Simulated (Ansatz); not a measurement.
**F on Co(0001): change of the work function**

Wanted: Δφ(θ) for F/Co(0001), starting from the fcc site.

Main program and level: Ansatz 0.2.0; plane-wave DFT, PBE, Ansatz PAW (set soft_1); PAW set soft_1.

Report form: inputs, costs, results and the conclusion, without the logs.

## 1. The structure

The cell holds 4 atoms: 4 Co. Cell: a = 2.510 Å, b = 2.510 Å, c = 24.107 Å, α = 90.0°, β = 90.0°, γ = 60.0°. Vacuum lies along c.

## 2. The clean slab

The bare slab comes first, as the zero from which every change is counted. The two lowest layers are held at bulk places and the upper ones relax. The dipole correction removes the false field that a one-sided slab makes across the periodic vacuum, so each face gets a flat vacuum level of its own.

File input.yaml:

```yaml
crystal:
  lattice:
    - [2.51, 0.0, 0.0]
    - [1.255, 2.1737237635, 0.0]
    - [0.0, 0.0, 24.10683]
  atoms:
    - { symbol: Co, position: [0.6666666667, 0.6666666667, 0.3733381784], spin: 1.7 }
    - { symbol: Co, position: [0.0, 0.0, 0.4577793928], spin: 1.7 }
    - { symbol: Co, position: [0.6666666667, 0.6666666667, 0.5422206072], spin: 1.7 }
    - { symbol: Co, position: [0.0, 0.0, 0.6266618216], spin: 1.7 }
magnetization:
  spin_polarized: true
kpoints:
  mp_grid: { grid: [12, 12, 1] }
hamiltonian:
  xc: pbe
  pseudopotentials: { kind: paw, azcp: { folder: soft_1 } }
scf:
  occupations: { method: fermi_dirac, width: 0.1 }
  convergence: { dr2_threshold: 1.0e-08 }
efield:
  axis: 3
  dipole_correction: true
  ramp_position: 0.97
  ramp_width: 0.06
relax:
  f_tol: 0.02
  max_steps: 60
  constraints: [{ sites: [0, 1] }]
output:
  write_potential: true
  write_density: true
  volumetric_format: npy
```

Command:

```
> ansatz run input.yaml --threads 4 --pin off --max-ram 16384MiB --backend cpu --events-out ev --progress --plain --runs-dir out
```

It took 33 s on 4 threads of Arm Neoverse V1, shared host; peak memory 0.5 GiB; 2.1 min of CPU time.

Step by step:

```csv
step,energy less that of the first step (eV),largest force component (eV/Å)
1,0.0000,0.4884
2,-0.0156,0.3159
3,-0.0236,0.0610
4,-0.0238,0.0065
```

The run keeps the 6 symmetry operations that the program found, so distortions that break them were not tested.

The atoms that moved most (Å):

```csv
atom,dx,dy,dz,length
Co4,0.000,0.000,-0.081,0.081
Co3,0.000,0.000,0.010,0.010
```

The relaxed structure:

```cif
data_structure
_symmetry_space_group_name_H-M 'P 1'
_symmetry_Int_Tables_number 1
_cell_length_a 2.5100
_cell_length_b 2.5100
_cell_length_c 24.1068
_cell_angle_alpha 90.000
_cell_angle_beta 90.000
_cell_angle_gamma 60.000
_cell_volume 131.53
loop_
_atom_site_label
_atom_site_type_symbol
_atom_site_fract_x
_atom_site_fract_y
_atom_site_fract_z
_atom_site_occupancy
Co1 Co 0.66667 0.66667 0.37334 1
Co2 Co 0.00000 0.00000 0.45778 1
Co3 Co 0.66667 0.66667 0.54262 1
Co4 Co 0.00000 0.00000 0.62332 1
```

This step gave:

* energy at zero smearing: -20503.1429 eV
* total moment: 6.833 μB
* site moments: 1.818, 1.756, 1.741, 1.791 μB
* work function, upper face: 4.924 eV
* work function, lower face: 4.987 eV
* dipole along the normal: 0.001901 e·Å
* step between the vacuum levels: -0.06303 eV

Running mean over 2.03561 Å of the planar mean; the ramp of the sawtooth is left out. Table of electron's electrostatic potential energy less the Fermi level by z:

```csv
z (Å),electron's electrostatic potential energy less the Fermi level (eV)
3.0,4.99
3.5,4.99
4.0,4.99
4.5,4.99
5.0,4.98
5.5,4.97
6.0,4.92
6.5,4.76
7.0,4.21
7.5,1.86
8.0,-3.22
8.5,-8.08
9.0,-9.85
9.5,-10.0
10.0,-10.1
10.5,-10.1
11.0,-10.1
11.5,-10.1
12.0,-10.0
12.5,-10.1
13.0,-10.2
13.5,-10.6
14.0,-11.0
14.5,-10.7
15.0,-10.00
15.5,-8.28
16.0,-3.53
16.5,1.63
17.0,4.09
17.5,4.69
18.0,4.86
18.5,4.91
19.0,4.92
19.5,4.92
20.0,4.92
20.5,4.92
21.0,4.92
```

Site moment by atom:

```csv
atom,site moment (μB)
Co1,1.82
Co2,1.76
Co3,1.74
Co4,1.79
```

The relaxation took 4 steps and lowered the energy by 0.024 eV; the largest force on the free atoms ends at 0.0065 eV/Å.

The work function of the upper face is 4.92 eV.

## 3. Adsorbate added, k-mesh 4×4×1, coverage 0.111 ML

System of this step: F/Co(0001). The cell holds 37 atoms: 36 Co and 1 F. Its edges and angles: a = 7.530 Å, b = 7.530 Å, c = 25.232 Å, α = 90.0°, β = 90.0°, γ = 60.0°. Vacuum lies along c.

The clean slab as it ended is repeated in the plane and the adsorbate is set on one face; the cell's size fixes the coverage, and the k-mesh shrinks with it to keep the sampling density about even. Adsorbate and upper layers relax, since the dipole depends on the height.

File input.yaml:

```yaml
crystal:
  lattice:
    - [7.53, 0.0, 0.0]
    - [3.765, 6.5211712905, 0.0]
    - [0.0, 0.0, 25.2315073062]
  atoms:
    - { symbol: Co, position: [0.2222222222, 0.2222222222, 0.3566968826], spin: 1.82 }
    - { symbol: Co, position: [0.0, 0.0, 0.4373741872], spin: 1.76 }
    - { symbol: Co, position: [0.2222222222, 0.2222222222, 0.5184353712], spin: 1.74 }
    - { symbol: Co, position: [0.0, 0.0, 0.5955323834], spin: 1.79 }
    - { symbol: Co, position: [0.2222222222, 0.5555555556, 0.3566968826], spin: 1.82 }
    - { symbol: Co, position: [0.0, 0.3333333333, 0.4373741872], spin: 1.76 }
    - { symbol: Co, position: [0.2222222222, 0.5555555556, 0.5184353712], spin: 1.74 }
    - { symbol: Co, position: [0.0, 0.3333333333, 0.5955323834], spin: 1.79 }
[... 25 atom lines left out ...]
    - { symbol: Co, position: [0.6666666667, 0.6666666667, 0.4373741872], spin: 1.76 }
    - { symbol: Co, position: [0.8888888889, 0.8888888889, 0.5184353712], spin: 1.74 }
    - { symbol: Co, position: [0.6666666667, 0.6666666667, 0.5955323834], spin: 1.79 }
    - { symbol: F, position: [0.1111111111, 0.1111111111, 0.6433031174] }
magnetization:
  spin_polarized: true
kpoints:
  mp_grid: { grid: [4, 4, 1] }
hamiltonian:
  xc: pbe
  pseudopotentials: { kind: paw, azcp: { folder: soft_1 } }
scf:
  occupations: { method: fermi_dirac, width: 0.1 }
  convergence: { dr2_threshold: 1.0e-08 }
efield:
  axis: 3
  dipole_correction: true
  ramp_position: 0.97
  ramp_width: 0.06
relax:
  f_tol: 0.02
  max_steps: 60
  constraints:
    - { sites: [0, 1, 4, 5, 8, 9, 12, 13, 16, 17, 20, 21, 24, 25, 28, 29, 32, 33] }
output:
  write_potential: true
  write_density: true
  volumetric_format: npy
```

Run time: 24 min. Hardware: 4 threads; peak memory 9.8 GiB.

Step by step:

```csv
step,energy less that of the first step (eV),largest force component (eV/Å)
1,0.0000,3.3932
2,-0.2665,2.1918
3,-0.4894,0.2333
4,-0.4979,0.0275
5,-0.4983,0.0025
```

Forces are held to the 6 operations that the program found; a distortion that breaks them can't arise in this run.

The atoms that moved most (Å):

```csv
atom,dx,dy,dz,length
F37,0.000,0.000,0.305,0.305
Co4,-0.031,-0.018,0.059,0.069
Co16,0.031,-0.018,0.059,0.069
Co8,0.000,0.036,0.059,0.069
Co24,0.000,-0.029,-0.026,0.040
Co32,-0.025,0.015,-0.026,0.040
Co20,0.025,0.015,-0.026,0.040
Co27,0.006,-0.004,0.021,0.022
```

The relaxed structure:

```xyz
37
Lattice="7.5300 0.0000 0.0000 3.7650 6.5212 0.0000 0.0000 0.0000 25.2315" Properties=species:S:1:pos:R:3
Co    2.5100    1.4491    9.0000
Co    0.0000    0.0000   11.0356
Co    2.5039    1.4456   13.1020
Co   -0.0310   -0.0179   15.0850
Co    3.7650    3.6229    9.0000
Co    1.2550    2.1737   11.0356
Co    3.7619    3.6247   13.0622
Co    1.2550    2.2096   15.0850
Co    5.0200    5.7966    9.0000
Co    2.5100    4.3474   11.0356
Co    5.0200    5.8037   13.1020
Co    2.5105    4.3472   15.0050
Co    5.0200    1.4491    9.0000
Co    2.5100    0.0000   11.0356
Co    5.0200    1.4455   13.0622
Co    2.5410   -0.0179   15.0850
Co    6.2750    3.6229    9.0000
Co    3.7650    2.1737   11.0356
Co    6.2781    3.6247   13.0622
Co    3.7904    2.1884   14.9998
Co    7.5300    5.7966    9.0000
Co    5.0200    4.3474   11.0356
Co    7.5227    5.8008   13.0718
Co    5.0200    4.3181   14.9998
Co    7.5300    1.4491    9.0000
Co    5.0200    0.0000   11.0356
Co    7.5361    1.4456   13.1020
Co    5.0200    0.0006   15.0050
Co    8.7850    3.6229    9.0000
Co    6.2750    2.1737   11.0356
Co    8.7850    3.6144   13.0718
Co    6.2496    2.1884   14.9998
Co   10.0400    5.7966    9.0000
Co    7.5300    4.3474   11.0356
Co   10.0473    5.8008   13.0718
Co    7.5295    4.3472   15.0050
F     1.2550    0.7246   16.5361
```

Numbers from this step:

```yaml
energy_at_zero_smearing: -185336.9451 eV
total_moment: 61.90 μB
work_function_upper_face: 5.161 eV
work_function_lower_face: 4.988 eV
dipole_along_the_normal: -0.04687 e·Å
step_between_the_vacuum_levels: 0.1727 eV
```

Running mean over 2.03561 Å of the planar mean; the ramp of the sawtooth is left out. The electron's electrostatic potential energy less the Fermi level by z:

z (Å), electron's electrostatic potential energy less the Fermi level (eV) and a bar from the least value:
```
      3.5        5.0 ##############################
      4.0        5.0 ##############################
      4.5        5.0 ##############################
      5.0        5.0 ##############################
      5.5        5.0 ##############################
      6.0        4.9 ##############################
      6.5        4.8 #############################
      7.0        4.2 ############################
      7.5        1.9 ########################
      8.0       -3.2 ##############
      8.5       -8.1 #####
      9.0       -9.9 ##
      9.5      -10.0 ##
     10.0      -10.1 ##
     10.5      -10.1 ##
     11.0      -10.1 ##
     11.5      -10.1 ##
     12.0      -10.0 ##
     12.5      -10.1 ##
     13.0      -10.2 #
     13.5      -10.6 #
     14.0      -10.9 
     14.5      -10.7 
     15.0      -10.1 ##
     15.5       -8.6 ####
     16.0       -4.2 #############
     16.5        1.0 ######################
     17.0        3.6 ###########################
     17.5        4.5 #############################
     18.0        5.0 ##############################
     18.5        5.1 ##############################
     19.0        5.2 ##############################
     19.5        5.2 ##############################
     20.0        5.2 ##############################
     20.5        5.2 ##############################
     21.0        5.2 ##############################
     21.5        5.2 ##############################
     22.0        5.2 ##############################
```

Site moment by element, in μB:

```csv
element,atoms,mean,spread (r.m.s.),least,largest
Co,36,1.78,0.03,1.72,1.83
F,1,0.09,0.00,0.09,0.09
```

The atoms farthest from the mean of their element:

```csv
atom,"x, y, z (Å)",site moment (μB)
Co31,"8.79, 3.61, 13.07",1.72
Co35,"10.05, 5.80, 13.07",1.72
Co23,"7.52, 5.80, 13.07",1.72
Co19,"6.28, 3.62, 13.06",1.73
Co7,"3.76, 3.62, 13.06",1.73
Co15,"5.02, 1.45, 13.06",1.73
Co28,"5.02, 0.00, 15.00",1.83
Co12,"2.51, 4.35, 15.00",1.83
```

The relaxation took 5 steps and lowered the energy by 0.50 eV; the largest force on the free atoms ends at 0.0025 eV/Å.

The covered face has 5.16 eV, +0.24 eV against the clean one; the bare back face has moved by +0.00 eV, a measure of how thin the slab is.

(Part 1 of 2 ends here.)

[Long decimals in the printed logs are rounded to 6 places.]

[Logs are printed without paths, hosts, clocks, repeated set-up lines and the standing remarks that a program may print on its own settings, such as how far it seeks lower states.]

[Hosts, paths, dates, database ids (printed as entryN), source tags and the programs' standing remarks are cut or masked in the printed files.]

[Maps of the electrostatic potential energy from Ansatz leave out the sawtooth potential of an applied field or a dipole correction, so their vacuum need not be flat; planar profiles and work functions include it.]
